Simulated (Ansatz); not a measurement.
Consider ReI2 (1T sheet).

The cell holds 3 atoms: 1 Re and 2 I. Cell: a = 3.997 Å, b = 3.997 Å, c = 30.818 Å, α = 90.0°, β = 90.0°, γ = 120.0°. Vacuum lies along c.

```
Re I
1.0
     0.00000    2.82620    2.82620
     2.82620   -2.82620    0.00000
    17.79296   17.79296  -17.79296
Re I
1 2
Direct
  0.00000 0.00000 0.31652
  0.33333 0.66667 0.36067
  0.66667 0.33333 0.27237
```

The structure was relaxed with LDA. The structure was generated from a model, not taken from a measurement. The runs that relaxed it are not among those shown. The program's search for lower electronic states was switched off, so nothing shows that the state found is the lowest. Spin-orbit coupling is left out unless a run names it. PAW set soft_2, made with PBE.

A constrained-RPA run (Ansatz 0.2.0; non-magnetic LDA; Re t2g, bands v3 to v1, 6×6×1 mesh, medium accuracy) builds 3 functions on bands 1.5 eV wide, with 5.0 electrons in the window. The bare on-site interaction is 9.7 eV and the bare J 0.35 eV.

Question: Estimate U, U′ and J.

On the Re t2g shell, U = 2.36 eV (24 % of the bare value), U′ = 1.86 eV, J = 0.23 eV.

The parent state is non-magnetic and the interaction static (zero frequency); U depends on the window and the orbitals, so it belongs to this model alone. Spin-orbit coupling, which is strong for atoms this heavy, is left out.

[Paths, hosts, dates, memory and timing lines, banners, echoed tables and standing remarks are left out of the program output.]

[Logs are printed without paths, hosts, clocks, repeated set-up lines and the standing remarks that a program may print on its own settings, such as how far it seeks lower states.]

[Runs of the session that timed out or met a known fault of the program may be left out.]

[Hosts, paths, dates, database ids (printed as entryN), source tags and the programs' standing remarks are cut or masked in the printed files.]
